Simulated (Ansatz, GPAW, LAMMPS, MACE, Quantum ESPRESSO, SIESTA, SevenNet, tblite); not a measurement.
## Rapidly quenched Si24Mg76 (at. %) (110 atoms) in Quantum ESPRESSO

Aim: run rapidly quenched Si24Mg76 (at. %) (110 atoms) in Quantum ESPRESSO and see how near its forces come to a plane-wave reference, and at what cost.

Main program and level: Quantum ESPRESSO 7.5; the method is named at each step.

## 1. The structure

The cell holds 110 atoms: 26 Si and 84 Mg. Cell: a = 13.533 Å, b = 13.533 Å, c = 13.533 Å, α = 90.0°, β = 90.0°, γ = 90.0°. 110 atoms (26 Si, 84 Mg) placed at random at 1.75 g/cm³, melted at 2000 K for 10 ps at fixed volume with the MEAM Al-Si-Mg-Cu-Fe potential (Jelinek et al., Phys. Rev. B 85, 245102 (2012)). Quenched from 2000 K to 300 K at 5 K/ps and zero pressure, held 5 ps.

The yardstick, on the same geometry:

* method: Kohn-Sham DFT, PBE, PAW, plane waves (Ansatz 0.2.0); cutoff 420 eV, Γ point, fermi-dirac smearing of 0.05 eV; PAW set soft_2
* r.m.s. force component: 0.3333 eV/Å
* longest force: 1.45 eV/Å
* pressure: -1.248 GPa
* SCF cycles: 9
* time: 49 s on 4 threads of Arm Neoverse V2, shared host
* CPU time: 3.1 min

## 2. PBE, sssp-1.3.0-efficiency, 45/360 Ry

Method: Kohn-Sham DFT, PBE, SSSP efficiency 1.3.0 pseudopotentials, plane waves.

File pw.in:

```
&control
  calculation = 'scf'
  pseudo_dir = './pseudo'
  outdir = './tmp'
  disk_io = 'none'
  tprnfor = .true.
  tstress = .true.
/
&system
  ibrav = 0
  nat = 110
  ntyp = 2
  ecutwfc = 45
  ecutrho = 360
  nosym = .true.
  occupations = 'smearing'
  smearing = 'fd'
  degauss = 0.003675
/
&electrons
  conv_thr = 5.5e-07
  electron_maxstep = 100
  mixing_beta = 0.2
  mixing_mode = 'local-TF'
  diagonalization = 'david'
/
ATOMIC_SPECIES
Si 28.085 Si.upf
Mg 24.305 Mg.upf
CELL_PARAMETERS angstrom
13.53281 0.00000 0.00000
0.00000 13.53281 0.00000
0.00000 0.00000 13.53281
ATOMIC_POSITIONS crystal
Si 0.18935 0.90724 0.70920
Si 0.46053 0.92982 0.67330
Si 0.95812 0.68458 0.86598
Si 0.48949 0.54019 0.70396
Si 0.69791 0.13526 0.81339
Si 0.73413 0.11174 0.47156
Si 0.95518 0.05650 0.32985
Si 0.95966 0.74382 0.47011
Si 0.16570 0.18668 0.53586
Si 0.33138 0.45528 0.02579
Si 0.13325 0.77365 0.16740
Si 0.89112 0.02520 0.13227
Si 0.44800 0.62729 0.10708
Si 0.83297 0.65041 0.12024
Si 0.46828 0.06662 0.99947
Si 0.31112 0.70175 0.50264
Si 0.77094 0.82250 0.72006
Si 0.07154 0.50850 0.67457
Si 0.41128 0.27435 0.67286
Si 0.28448 0.47768 0.36857
Si 0.15604 0.18575 0.14974
Si 0.68660 0.32824 0.12629
Si 0.37483 0.10709 0.24376
Si 0.67121 0.85752 0.36303
Si 0.58075 0.65537 0.40911
Si 0.79191 0.58356 0.84490
Mg 0.78092 0.67052 0.31086
Mg 0.34800 0.92564 0.86680
Mg 0.13390 0.57418 0.45756
Mg 0.66492 0.46530 0.45296
Mg 0.77675 0.76277 0.93101
Mg 0.51563 0.83655 0.98953
Mg 0.35844 0.14246 0.45470
Mg 0.93192 0.85230 0.27972
Mg 0.33542 0.91671 0.52554
Mg 0.17494 0.07119 0.35286
Mg 0.12745 0.45071 0.25257
Mg 0.09428 0.97629 0.17561
Mg 0.40228 0.45437 0.20613
Mg 0.36574 0.64586 0.31991
Mg 0.76244 0.22834 0.64447
Mg 0.45155 0.53267 0.49411
Mg 0.10019 0.93994 0.91581
Mg 0.61513 0.49039 0.23300
Mg 0.60177 0.71052 0.81471
Mg 0.35489 0.23718 0.08345
Mg 0.63888 0.92135 0.56273
Mg 0.03424 0.60968 0.05185
Mg 0.73605 0.35391 0.84638
Mg 0.85378 0.92818 0.47312
Mg 0.29857 0.75606 0.02974
Mg 0.17087 0.32971 0.97788
Mg 0.51110 0.30508 0.49655
Mg 0.28744 0.34696 0.52322
Mg 0.96649 0.48255 0.85283
Mg 0.15523 0.73556 0.84685
[... 50 atom lines left out ...]
Mg 0.12225 0.71584 0.62335
Mg 0.18359 0.53081 0.86587
Mg 0.23500 0.59271 0.12404
Mg 0.74577 0.03211 0.27999
K_POINTS gamma
```

Launch:

```console
$ OMP_NUM_THREADS=1 pw.x -in pw.in > output.txt
```

The log of the run:

```text
Program PWSCF
     gamma-point specific algorithms are used
     sticks:   dense  smooth     PW     G-vecs:    dense   smooth      PW
     Sum       18749    9377   2353              1929071   682341   85159
     bravais-lattice index     =            0
     lattice parameter (alat)  =      25.5733  a.u.
     unit-cell volume          =   16724.7854 (a.u.)^3
     number of atoms/cell      =          110
     number of atomic types    =            2
     number of electrons       =       272.00
     number of Kohn-Sham states=          163
     kinetic-energy cutoff     =      45.0000  Ry
     charge density cutoff     =     360.0000  Ry
     scf convergence threshold =      5.5E-07
     mixing beta               =       0.2000
     number of iterations used =            8  local-TF  mixing
     Exchange-correlation= SLA  PW   PBX  PBC
                           (   1   4   3   4   0   0   0)
     crystal axes: (cart. coord. in units of alat)
               a(1) = (   1.000000   0.000000   0.000000 )
               a(2) = (   0.000000   1.000000   0.000000 )
               a(3) = (   0.000000   0.000000   1.000000 )
     reciprocal axes: (cart. coord. in units 2 pi/alat)
               b(1) = (  1.000000  0.000000  0.000000 )
               b(2) = (  0.000000  1.000000  0.000000 )
               b(3) = (  0.000000  0.000000  1.000000 )
     PseudoPot. # 1 for Si:
     Pseudo is Ultrasoft + core correction, Zval =  4.0
     PseudoPot. # 2 for Mg:
     Pseudo is Projector augmented-wave + core cor, Zval =  2.0
     atomic species   valence    mass     pseudopotential
     Si                4.00    28.08500     Si( 1.00)
     Mg                2.00    24.30500     Mg( 1.00)
     No symmetry found
   Cartesian axes
     number of k points=     1  Fermi-Dirac smearing, width (Ry)=  0.0037
                       cart. coord. in units 2pi/alat
        k(    1) = (   0.0000000   0.0000000   0.0000000), wk =   2.0000000
     Dense  grid:   964536 G-vectors     FFT dimensions: ( 160, 160, 160)
     Smooth grid:   341171 G-vectors     FFT dimensions: ( 120, 120, 120)
     Initial potential from superposition of free atoms
     starting charge     271.9079, renormalised to     272.0000
     Starting wfcs are  440 randomized atomic wfcs
     Self-consistent Calculation
     iteration #  1     ecut=    45.00 Ry     beta= 0.20
     total energy              =   -3119.81519990 Ry
     estimated scf accuracy    <       4.71485166 Ry
     iteration #  2     ecut=    45.00 Ry     beta= 0.20
     total energy              =   -3118.67270792 Ry
     estimated scf accuracy    <       3.40147162 Ry
     iteration #  3     ecut=    45.00 Ry     beta= 0.20
     total energy              =   -3119.40441963 Ry
     estimated scf accuracy    <       0.12010954 Ry
     iteration #  4     ecut=    45.00 Ry     beta= 0.20
     total energy              =   -3119.44382855 Ry
     estimated scf accuracy    <       0.07430143 Ry
     iteration #  5     ecut=    45.00 Ry     beta= 0.20
     total energy              =   -3119.43311307 Ry
     estimated scf accuracy    <       0.05660497 Ry
     iteration #  6     ecut=    45.00 Ry     beta= 0.20
     total energy              =   -3119.43721210 Ry
     estimated scf accuracy    <       0.00098284 Ry
[...]
c_bands:  1 eigenvalues not converged
[...]
total energy              =   -3119.44354226 Ry
[...]
iteration # 21     ecut=    45.00 Ry     beta= 0.20
     total energy              =   -3119.44354208 Ry
     estimated scf accuracy    <       0.00000291 Ry
     iteration # 22     ecut=    45.00 Ry     beta= 0.20
     total energy              =   -3119.44354213 Ry
     estimated scf accuracy    <       0.00000072 Ry
     iteration # 23     ecut=    45.00 Ry     beta= 0.20
     End of self-consistent calculation
          k = 0.0000 0.0000 0.0000 ( 42580 PWs)   bands (ev):
    -5.1405  -4.8847  -4.6654  -4.5404  -4.4611  -4.2722  -4.1972  -4.0760
    -3.9812  -3.9647  -3.8915  -3.8167  -3.7012  -3.6286  -3.5933  -3.5213
    -3.4918  -3.4052  -3.3309  -3.2027  -3.1410  -3.0647  -3.0225  -2.8927
    -2.7671  -2.6668  -1.2418  -1.0975  -1.0754  -0.9442  -0.8966  -0.7924
    -0.7310  -0.6669  -0.5387  -0.5215  -0.4879  -0.4301  -0.3307  -0.2929
    -0.2269  -0.2114  -0.1752  -0.1280  -0.0748  -0.0352   0.0264   0.0601
[...]
4.1331   4.1696   4.2288   4.2870   4.3162   4.3379   4.3688   4.4219
     4.4270   4.5108   4.5327   4.5707   4.6164   4.6650   4.6804   4.7079
     4.7558   4.8018   4.8259   4.8590   4.8766   4.9191   4.9609   5.0375
     5.0954   5.0990   5.1053
     the Fermi energy is     4.1284 ev
!    total energy              =   -3119.44354259 Ry
     estimated scf accuracy    <       0.00000003 Ry
     smearing contrib. (-TS)   =      -0.03244026 Ry
     internal energy E=F+TS    =   -3119.41110233 Ry
     The total energy is F=E-TS. E is the sum of the following terms:
     one-electron contribution =     123.16890442 Ry
     hartree contribution      =      41.32609314 Ry
     xc contribution           =    -291.59863948 Ry
     ewald contribution        =    -363.63499125 Ry
     one-center paw contrib.   =   -2628.67246916 Ry
     convergence has been achieved in  23 iterations
     Forces acting on atoms (cartesian axes, Ry/au):
     atom    1 type  1   force =    -0.02407345    0.00347203    0.00145456
     atom    2 type  1   force =     0.02208440    0.01036660    0.01289135
     atom    3 type  1   force =    -0.01289973    0.00210614    0.00812104
     atom    4 type  1   force =     0.01565844    0.04998079    0.02116257
     atom    5 type  1   force =     0.00310729   -0.00481706    0.01262678
     atom    6 type  1   force =    -0.00109614   -0.00183674    0.01800056
[...]
atom  108 type  2   force =     0.01198808   -0.01645209    0.00839017
     atom  109 type  2   force =    -0.00101255   -0.00879364    0.02043785
     atom  110 type  2   force =    -0.00790128   -0.01217191    0.00384444
     Total force =     0.234995     Total SCF correction =     0.000171
     Computing stress (Cartesian axis) and pressure
          total   stress  (Ry/bohr**3)                   (kbar)     P=      -13.76
  -0.00008151   0.00000498  -0.00002312          -11.99        0.73       -3.40
   0.00000498  -0.00006608   0.00002327            0.73       -9.72        3.42
  -0.00002312   0.00002327  -0.00013296           -3.40        3.42      -19.56
     Message from routine punch:
     Nothing written, as per user request (disk_io='none')
```

Elapsed: 16 min, on 1 thread of Arm Neoverse V2, shared host; peak memory 5.5 GiB.

Banners, paths, timers and routine set-up lines are dropped from the logs unmarked, and long logs keep their key lines alone; longer cuts are marked.

Compared with the plane-wave run:

```
r.m.s. force component                  : 0.3326 eV/Å
r.m.s. difference of force components   : 2.667 meV/Å
longest difference of force vectors     : 9.621 meV/Å
force difference over r.m.s. force      : 0.8 %
slope of forces against the reference's : 0.9978
correlation of force components         : 1
pressure                                : -1.376 GPa
pressure difference                     : -0.1274 GPa
```

Length of the force difference by element (eV/Å):

```tsv
element	atoms	mean	most
Mg	84	0.0046	0.0096
Si	26	0.0031	0.0065
```

A closer look about Mg34, which has 12 bonded neighbours where the commonest count for Mg is 10: 13 atoms, nearest first, numbered in the order of the input, with positions taken from that point.

```tsv
atom	x	y	z	distance (Å)	bonds	Fx	Fy	Fz (eV/Å)
Mg34	0.00	0.00	0.00	0.00	12	0.28	0.15	0.11
Si7	0.31	2.76	0.68	2.86	8	0.11	-0.52	-0.23
Si8	0.38	-1.47	2.58	2.99	10	0.01	-0.18	-0.10
Mg50	-1.06	1.03	2.62	3.00	11	-0.27	0.07	0.00
Mg83	-2.56	-0.16	-1.65	3.05	11	0.29	0.36	-0.45
Mg38	2.20	1.68	-1.41	3.10	11	-0.63	0.11	-0.27
Si12	-0.55	2.34	-2.00	3.12	10	-0.49	-0.42	0.03
Mg79	0.50	-0.64	-3.06	3.16	10	-0.34	0.64	-0.22
Mg99	0.96	-3.06	0.01	3.21	11	-0.10	0.44	-0.18
Mg27	-2.04	-2.46	0.42	3.23	11	-0.45	-0.01	0.24
Si11	2.72	-1.06	-1.52	3.30	9	-0.30	-0.48	-0.29
Mg103	3.05	-0.94	1.14	3.40	9	-0.11	-0.05	0.73
Mg110	-2.52	2.43	0.00	3.50	12	-0.20	-0.31	0.10
```

Forces lie 0.8 % from the reference's, at 5.3 times its CPU time (on 1 against 4 cores).

## 3. Summary of results

```json
{
 "force difference from the reference": "QE PBE, sssp-1.3.0-efficiency, 45/360 Ry, 0.8 %",
 "its CPU time": "16 min"
}
```

PBE on plane waves or a grid with other potentials, cutoffs or grids differs from the reference by 0.8 % (QE PBE, sssp-1.3.0-efficiency, 45/360 Ry) of the r.m.s. force; this holds the reference's own error, so differences of a few per cent don't tell which side is nearer the exact PBE result (QE's 45 Ry are 612 eV, against the reference's 420 eV). The potentials hold different valence shells: 944 electrons in the reference, 272 in Quantum ESPRESSO with SSSP; this bears on time and differences. The quench rate of 5 K/ps is many orders above laboratory rates, so the cell is likely richer in defects and strain than a real sample. The network of bonds at the start is that of the classical potential that made the cell, and needn't be the one that DFT or experiment would give. The electronic-structure runs sample only Γ, in a cell whose shortest periodic width is 14 Å, which is coarse for a cell with partly filled levels.

[Also dropped from logs without a mark: logging warnings of Python, and SIESTA's first energy breakdown and zero terms.]

[Logs are printed without paths, hosts, clocks, repeated set-up lines and the standing remarks that a program may print on its own settings, such as how far it seeks lower states.]

[Hosts, paths, dates, database ids (printed as entryN), source tags and the programs' standing remarks are cut or masked in the printed files.]
